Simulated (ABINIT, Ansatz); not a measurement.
# SiW (Pm-3m): from the cell to the phonon bands

Aim: the phonon dispersion of SiW (Pm-3m), checked by a second program.

Calculated with ABINIT 10.8.3; DFT PBEsol, scalar-relativistic, plane waves, PseudoDojo norm-conserving pseudopotentials.

The structure was built from a prototype and need not be the compound's stable phase.

## (1) The structure

It takes space group Pm-3m (No. 221, cubic). The conventional cell has a = 3.081 Å, b = 3.081 Å, c = 3.081 Å, α = 90.00°, β = 90.00°, γ = 90.00°. Nearest to Si lie 8 W at 2.67 Å. W has 8 Si at 2.67 Å nearest. Farther neighbours are not listed.

Structure file:

```cif
data_structure
_symmetry_space_group_name_H-M 'P 1'
_symmetry_Int_Tables_number 1
_cell_length_a 3.0815
_cell_length_b 3.0815
_cell_length_c 3.0815
_cell_angle_alpha 90.000
_cell_angle_beta 90.000
_cell_angle_gamma 90.000
_cell_volume 29.26
loop_
_atom_site_label
_atom_site_type_symbol
_atom_site_fract_x
_atom_site_fract_y
_atom_site_fract_z
_atom_site_occupancy
Si1 Si 0.00000 0.00000 0.00000 1
W2 W 0.50000 0.50000 0.50000 1
```

## (2) A probe with smearing

A first run with smearing and empty bands tells whether the crystal has a gap, which decides between fixed occupations and smearing later on.

probe.abi reads:

```
# ground state
tolvrs 1.0d-08
prtden 1
prtwf 1

# basis, mesh and filling
ecut 31.0
ngkpt 6 6 6
nshiftk 1
shiftk 0.0 0.0 0.0
istwfk *1
occopt 7
tsmear 0.005
nband 15
nstep 100
diemac 9.0
prtebands 0
prtgsr 0
useylm 1

# cell and atoms
acell 5.823136553 5.823136553 5.823136553
rprim 
    1.0 0.0 0.0
    0.0 1.0 0.0
    0.0 0.0 1.0
ntypat 2
znucl 14 74
natom 2
typat 1 2
xred 
    0.0 0.0 0.0
    0.5 0.5 0.5
pp_dirpath "./pseudo"
pseudos "Si.upf, W.upf"
```

On the command line:

```bash
$ OMP_NUM_THREADS=1 mpirun -n 4 abinit probe.abi > probe.log
```

Numbers of over 12 decimals in the logs are rounded to 6 here.

probe.abo, the main output file:

```text
[banners, grids, parts of the stress and lines that vanish by symmetry left out]
- input  file    -> probe.abi
- output file    -> probe.abo
- root for input  files -> probei
[...]
Symmetries : space group Pm -3 m (#221); Bravais cP (primitive cubic)
[...]
mpw =        1654          nfft =       27000          nkpt =          20
[...]
== DATASET  1 ==================================================================
[...]
cutoff_energies: {ecut:  31.0, pawecutdg:  -1.0, }
[...]
ETOT  1  -80.002353745631    -8.000E+01 1.076E-01 2.819E+01
 ETOT  2  -80.044248204133    -4.189E-02 9.489E-03 3.499E+01
 ETOT  3  -80.054473677541    -1.023E-02 3.356E-03 1.021E-01
 ETOT  4  -80.054502843202    -2.917E-05 9.164E-04 1.975E-04
 ETOT  5  -80.054502900555    -5.735E-08 4.029E-04 3.546E-06
 ETOT  6  -80.054502901566    -1.011E-09 5.427E-04 1.216E-08
 ETOT  7  -80.054502901569    -2.458E-12 2.641E-04 3.553E-10
 At SCF step    7       vres2   =  3.55E-10 < tolvrs=  1.00E-08 =>converged.
[...]
sigma(1 1)=  3.24884863E-04  sigma(3 2)=  0.00000000E+00
  sigma(2 2)=  3.24884863E-04  sigma(3 1)=  0.00000000E+00
  sigma(3 3)=  3.24884863E-04  sigma(2 1)=  0.00000000E+00
[...]
convergence: {deltae: -2.458E-12, res2:  3.553E-10, residm:  2.641E-04, diffor: null, }
etotal    :  -8.00545029E+01
[...]
sigma(1 1)=  3.24884863E-04  sigma(3 2)=  0.00000000E+00
  sigma(2 2)=  3.24884863E-04  sigma(3 1)=  0.00000000E+00
  sigma(3 3)=  3.24884863E-04  sigma(2 1)=  0.00000000E+00
[...]
- sigma(1 1)=  9.55844266E+00  sigma(3 2)=  0.00000000E+00
- sigma(2 2)=  9.55844266E+00  sigma(3 1)=  0.00000000E+00
- sigma(3 3)=  9.55844266E+00  sigma(2 1)=  0.00000000E+00
[...]
fcart     -0.0000000000E+00 -0.0000000000E+00 -0.0000000000E+00
           strten      3.2488486267E-04  3.2488486267E-04  3.2488486267E-04
================================================================================

[key lines of the parts left out:]
pressure_GPa:  -9.5584E+00
```

It took 5.1 s on 4 MPI ranks of Arm Neoverse V1, shared host; 20 s of CPU time.

Numbers from this step:

```
volume per atom   : 14.63 Å³
pressure          : -9.558 GPa
gap on the k-mesh : 0 eV
```

No gap opens on this mesh, so smearing is kept; the printed pressure holds the stress of the finite basis too.

## (3) Rough relaxation

The typed start is rough, so a first relaxation with smearing and loose thresholds takes it towards rest cheaply.

prerelax.abi reads:

```
# relaxation
ionmov 2
optcell 2
dilatmx 1.15
chkdilatmx 0
ntime 40
tolmxf 3.0d-04
tolvrs 1.0d-10
prtwf 0
prtden 0
chksymtnons 0

# basis, mesh and filling
ecut 32.0
ecutsm 3.0
ngkpt 6 6 6
nshiftk 1
shiftk 0.0 0.0 0.0
istwfk *1
occopt 7
tsmear 0.005
nband 15
nstep 100
diemac 1000000.0
prtebands 0
prtgsr 0
useylm 1

# cell and atoms
acell 5.823136553 5.823136553 5.823136553
rprim 
    1.0 0.0 0.0
    0.0 1.0 0.0
    0.0 0.0 1.0
ntypat 2
znucl 14 74
natom 2
typat 1 2
xred 
    0.0 0.0 0.0
    0.5 0.5 0.5
pp_dirpath "./pseudo"
pseudos "Si.upf, W.upf"
```

On the command line:

```bash
$ OMP_NUM_THREADS=1 mpirun -n 4 abinit prerelax.abi > prerelax.log
```

prerelax.abo, the main output file:

```text
[banners, grids, parts of the stress and lines that vanish by symmetry left out]
- input  file    -> prerelax.abi
- output file    -> prerelax.abo
- root for input  files -> prerelaxi
[...]
Symmetries : space group Pm -3 m (#221); Bravais cP (primitive cubic)
[...]
mpw =        2624          nfft =       46656          nkpt =          20
[...]
== DATASET  1 ==================================================================
[...]
cutoff_energies: {ecut:  32.0, pawecutdg:  -1.0, }
[...]
ETOT  1  -79.998527848042    -8.000E+01 1.252E-01 5.246E+01
 ETOT  2  -80.045155751713    -4.663E-02 2.653E-02 5.561E+01
 ETOT  3  -80.054473042577    -9.317E-03 3.908E-03 1.641E-02
 ETOT  4  -80.054478213884    -5.171E-06 1.362E-03 2.510E-04
 ETOT  5  -80.054478254617    -4.073E-08 2.447E-03 1.094E-05
[...]
At SCF step    7       vres2   =  7.41E-11 < tolvrs=  1.00E-10 =>converged.
[...]
ETOT  6  -80.055827559953    -1.762E-12 4.026E-03 2.932E-12
 At SCF step    6       vres2   =  2.93E-12 < tolvrs=  1.00E-10 =>converged.
[...]
sigma(1 1)=  9.76333865E-08  sigma(3 2)=  0.00000000E+00
  sigma(2 2)=  9.76333865E-08  sigma(3 1)=  0.00000000E+00
  sigma(3 3)=  9.76333865E-08  sigma(2 1)=  0.00000000E+00
[...]
convergence: {deltae: -1.762E-12, res2:  2.932E-12, residm:  4.026E-03, diffor: null, }
etotal    :  -8.00558276E+01
[...]
At Broyd/MD step   4, gradients are converged :
[...]
sigma(1 1)=  9.76333865E-08  sigma(3 2)=  0.00000000E+00
  sigma(2 2)=  9.76333865E-08  sigma(3 1)=  0.00000000E+00
  sigma(3 3)=  9.76333865E-08  sigma(2 1)=  0.00000000E+00
[...]
- sigma(1 1)=  2.87247340E-03  sigma(3 2)=  0.00000000E+00
- sigma(2 2)=  2.87247340E-03  sigma(3 1)=  0.00000000E+00
- sigma(3 3)=  2.87247340E-03  sigma(2 1)=  0.00000000E+00
[...]
fcart     -0.0000000000E+00 -0.0000000000E+00 -0.0000000000E+00
           strten      9.7633386462E-08  9.7633386473E-08  9.7633386474E-08
================================================================================

[key lines of the parts left out:]
pressure_GPa:  -2.8725E-03
Total energy (etotal) [Ha]= -8.00558275599528E+01
```

The job ended after 20 s (4 MPI ranks; 79 s of CPU time).

The steps of the relaxation:

```tsv
step	energy less that of the first step (eV)	largest force (eV/Å)	volume (Å³)
1	0.0000	0.0000	29.26
2	-0.0331	0.0000	28.42
3	-0.0367	0.0000	28.04
4	-0.0367	0.0000	28.06
```

```tsv
conventional cell, symmetrised	before	after	change
a (Å)	3.081	3.039	-1.4 %
b (Å)	3.081	3.039	-1.4 %
c (Å)	3.081	3.039	-1.4 %
volume (Å³/atom)	14.63	14.03	-4.1 %
```

The relaxed structure:

```xyz
2
Lattice="3.0386 0.0000 0.0000 0.0000 3.0386 0.0000 0.0000 0.0000 3.0386" Properties=species:S:1:pos:R:3 pbc="T T T"
Si    0.0000    0.0000    0.0000
W     1.5193    1.5193    1.5193
```

Read from the output:

| Item | Value |
| --- | --- |
| volume per atom | 14.03 Å³ |
| pressure | -0.002872 GPa |

The volume changes by -4.1 % in this run and stands -4.1 % from the first cell.

## (4) Relaxation

The harmonic expansion needs vanishing forces, and a free crystal bears no stress, so cell and atoms are brought to rest. Stress is more sensitive to the basis than forces are: the last 3 Ha under the cutoff are smoothed with ecutsm, and the cutoff is raised above that of the later runs.

relax.abi reads:

```
# relaxation
ionmov 2
optcell 2
dilatmx 1.08
ntime 40
tolmxf 1.0d-05
tolvrs 1.0d-14
prtwf 0
prtden 0
chksymtnons 0

# basis, mesh and filling
ecut 39.0
ecutsm 3.0
ngkpt 8 8 8
nshiftk 1
shiftk 0.0 0.0 0.0
istwfk *1
occopt 7
tsmear 0.01
nband 15
nstep 100
diemac 1000000.0
prtebands 0
prtgsr 0
useylm 1

# cell and atoms
acell 5.742166093 5.742166093 5.742166093
rprim 
    1.0 0.0 0.0
    0.0 1.0 0.0
    0.0 0.0 1.0
ntypat 2
znucl 14 74
natom 2
typat 1 2
xred 
    0.0 0.0 0.0
    0.5 0.5 0.5
pp_dirpath "./pseudo"
pseudos "Si.upf, W.upf"
```

On the command line:

```bash
$ OMP_NUM_THREADS=1 mpirun -n 4 abinit relax.abi > relax.log
```

relax.abo, the main output file:

```text
[banners, grids, parts of the stress and lines that vanish by symmetry left out]
- input  file    -> relax.abi
- output file    -> relax.abo
- root for input  files -> relaxi
[...]
Symmetries : space group Pm -3 m (#221); Bravais cP (primitive cubic)
[...]
mpw =        2800          nfft =       46656          nkpt =          35
[...]
== DATASET  1 ==================================================================
[...]
cutoff_energies: {ecut:  39.0, pawecutdg:  -1.0, }
[...]
ETOT  1  -80.006994175308    -8.001E+01 1.847E-01 3.811E+01
 ETOT  2  -80.054240532365    -4.725E-02 1.346E-01 3.889E+01
 ETOT  3  -80.060475795190    -6.235E-03 9.683E-03 1.439E-02
 ETOT  4  -80.060479594799    -3.800E-06 1.137E-02 3.181E-04
 ETOT  5  -80.060479648168    -5.337E-08 1.476E-03 1.262E-05
[...]
At SCF step    9       vres2   =  2.19E-15 < tolvrs=  1.00E-14 =>converged.
[...]
sigma(1 1)=  6.17630004E-05  sigma(3 2)=  0.00000000E+00
  sigma(2 2)=  6.17630004E-05  sigma(3 1)=  0.00000000E+00
  sigma(3 3)=  6.17630004E-05  sigma(2 1)=  0.00000000E+00
[...]
convergence: {deltae: -1.549E-12, res2:  2.193E-15, residm:  2.118E-04, diffor: null, }
etotal    :  -8.00604797E+01
[...]
ETOT  1  -80.059528450348    -8.006E+01 6.388E-04 6.181E+00
[...]
At SCF step    8       vres2   =  1.22E-15 < tolvrs=  1.00E-14 =>converged.
[...]
sigma(1 1)=  1.64788286E-05  sigma(3 2)=  0.00000000E+00
  sigma(2 2)=  1.64788286E-05  sigma(3 1)=  0.00000000E+00
  sigma(3 3)=  1.64788286E-05  sigma(2 1)=  0.00000000E+00
[...]
convergence: {deltae: -7.674E-13, res2:  1.221E-15, residm:  2.644E-04, diffor: null, }
etotal    :  -8.00605209E+01
[...]
ETOT  1  -80.060392741504    -8.006E+01 1.254E-02 8.163E-01
[...]
At SCF step    8       vres2   =  2.95E-16 < tolvrs=  1.00E-14 =>converged.
[...]
sigma(1 1)= -1.68390428E-07  sigma(3 2)=  0.00000000E+00
  sigma(2 2)= -1.68390428E-07  sigma(3 1)=  0.00000000E+00
  sigma(3 3)= -1.68390428E-07  sigma(2 1)=  0.00000000E+00
[...]
convergence: {deltae: -8.527E-13, res2:  2.954E-16, residm:  2.210E-04, diffor: null, }
etotal    :  -8.00605240E+01
[...]
ETOT  1  -80.060523949015    -8.006E+01 6.584E-05 8.414E-05
[...]
ETOT  5  -80.060523962570    -3.681E-12 4.575E-07 4.651E-13
 ETOT  6  -80.060523962566     4.050E-12 2.578E-06 3.996E-16
 At SCF step    6       vres2   =  4.00E-16 < tolvrs=  1.00E-14 =>converged.
[...]
sigma(1 1)=  4.39389573E-10  sigma(3 2)=  0.00000000E+00
  sigma(2 2)=  4.39389573E-10  sigma(3 1)=  0.00000000E+00
  sigma(3 3)=  4.39389566E-10  sigma(2 1)=  0.00000000E+00
[...]
convergence: {deltae:  4.050E-12, res2:  3.996E-16, residm:  2.578E-06, diffor: null, }
etotal    :  -8.00605240E+01
[...]
At Broyd/MD step   4, gradients are converged :
[...]
sigma(1 1)=  4.39389573E-10  sigma(3 2)=  0.00000000E+00
  sigma(2 2)=  4.39389573E-10  sigma(3 1)=  0.00000000E+00
  sigma(3 3)=  4.39389566E-10  sigma(2 1)=  0.00000000E+00
[...]
- sigma(1 1)=  1.29272876E-05  sigma(3 2)=  0.00000000E+00
- sigma(2 2)=  1.29272876E-05  sigma(3 1)=  0.00000000E+00
- sigma(3 3)=  1.29272874E-05  sigma(2 1)=  0.00000000E+00
[...]
fcart     -0.0000000000E+00 -0.0000000000E+00 -0.0000000000E+00
           strten      4.3938957334E-10  4.3938957334E-10  4.3938956640E-10
================================================================================

[key lines of the parts left out:]
pressure_GPa:  -1.2927E-05
Total energy (etotal) [Ha]= -8.00605239625664E+01
```

Run time: 37 s. Hardware: 4 MPI ranks; 2.5 min of CPU time.

Step by step:

```tsv
step	energy less that of the first step (eV)	largest force (eV/Å)	volume (Å³)
1	0.0000	0.0000	28.06
2	-0.0011	0.0000	27.90
3	-0.0012	0.0000	27.84
4	-0.0012	0.0000	27.85
```

```tsv
conventional cell, symmetrised	before	after	change
a (Å)	3.039	3.031	-0.3 %
b (Å)	3.039	3.031	-0.3 %
c (Å)	3.039	3.031	-0.3 %
volume (Å³/atom)	14.03	13.92	-0.8 %
```

The relaxed structure:

```xyz
2
Lattice="3.0310 0.0000 0.0000 0.0000 3.0310 0.0000 0.0000 0.0000 3.0310" Properties=species:S:1:pos:R:3 pbc="T T T"
Si    0.0000    0.0000    0.0000
W     1.5155    1.5155    1.5155
```

This step gave:

- volume per atom: 13.92 Å³
- pressure: -1.29e-5 GPa

The volume changes by -0.8 % in this run and stands -4.8 % from the first cell.

## (5) Self-consistent run for the response

First-order wavefunctions inherit every error of the ground state, hence the very tight tolvrs. Smearing stays on, as the first look found no gap above 0.3 eV.

gs.abi reads:

```
# ground state
tolvrs 1.0d-16
prtden 1
prtwf 1

# basis, mesh and filling
ecut 31.0
ngkpt 8 8 8
nshiftk 1
shiftk 0.0 0.0 0.0
istwfk *1
occopt 7
tsmear 0.01
nband 15
nstep 100
diemac 1000000.0
prtebands 0
prtgsr 0
useylm 1

# cell and atoms
acell 5.727722789 5.727722789 5.727722789
rprim 
    1.0 0.0 0.0
    0.0 1.0 0.0
    0.0 0.0 1.0
ntypat 2
znucl 14 74
natom 2
typat 1 2
xred 
    0.0 0.0 0.0
    0.5 0.5 0.5
pp_dirpath "./pseudo"
pseudos "Si.upf, W.upf"
```

On the command line:

```bash
$ OMP_NUM_THREADS=1 mpirun -n 4 abinit gs.abi > gs.log
```

gs.abo, the main output file:

```text
[banners, grids, parts of the stress and lines that vanish by symmetry left out]
- input  file    -> gs.abi
- output file    -> gs.abo
- root for input  files -> gsi
[...]
Symmetries : space group Pm -3 m (#221); Bravais cP (primitive cubic)
[...]
mpw =        1596          nfft =       27000          nkpt =          35
[...]
== DATASET  1 ==================================================================
[...]
cutoff_energies: {ecut:  31.0, pawecutdg:  -1.0, }
[...]
ETOT  1  -80.011737021148    -8.001E+01 1.233E-01 2.196E+01
 ETOT  2  -80.054234710615    -4.250E-02 1.629E-02 2.242E+01
 ETOT  3  -80.060417435393    -6.183E-03 9.712E-03 6.737E-03
 ETOT  4  -80.060420739112    -3.304E-06 4.846E-03 2.066E-04
 ETOT  5  -80.060420796223    -5.711E-08 2.375E-03 1.380E-05
[...]
ETOT  9  -80.060420799816    -2.416E-13 7.102E-04 6.842E-15
 ETOT 10  -80.060420799817    -1.037E-12 2.469E-04 2.091E-17
 At SCF step   10       vres2   =  2.09E-17 < tolvrs=  1.00E-16 =>converged.
[...]
sigma(1 1)=  3.94206672E-06  sigma(3 2)=  0.00000000E+00
  sigma(2 2)=  3.94206672E-06  sigma(3 1)=  0.00000000E+00
  sigma(3 3)=  3.94206672E-06  sigma(2 1)=  0.00000000E+00
[...]
convergence: {deltae: -1.037E-12, res2:  2.091E-17, residm:  2.469E-04, diffor: null, }
etotal    :  -8.00604208E+01
[...]
sigma(1 1)=  3.94206672E-06  sigma(3 2)=  0.00000000E+00
  sigma(2 2)=  3.94206672E-06  sigma(3 1)=  0.00000000E+00
  sigma(3 3)=  3.94206672E-06  sigma(2 1)=  0.00000000E+00
[...]
- sigma(1 1)=  1.15979607E-01  sigma(3 2)=  0.00000000E+00
- sigma(2 2)=  1.15979607E-01  sigma(3 1)=  0.00000000E+00
- sigma(3 3)=  1.15979607E-01  sigma(2 1)=  0.00000000E+00
[...]
fcart     -0.0000000000E+00 -0.0000000000E+00 -0.0000000000E+00
           strten      3.9420667218E-06  3.9420667218E-06  3.9420667218E-06
================================================================================

[key lines of the parts left out:]
pressure_GPa:  -1.1598E-01
```

Wall time 8.9 s (4 MPI ranks); 35 s of CPU time.

Read from the output:

* pressure: -0.1160 GPa

The cell stands at -0.12 GPa: the relaxation ran with a smoothed and higher cutoff, and the difference is a stress of the finite basis.

[end of part 1 of 4]

[Host names and launcher messages were left out of these logs when they were recorded.]

[Logs are printed without paths, hosts, clocks, repeated set-up lines and the standing remarks that a program may print on its own settings, such as how far it seeks lower states.]

[Hosts, paths, dates, database ids (printed as entryN), source tags and the programs' standing remarks are cut or masked in the printed files.]
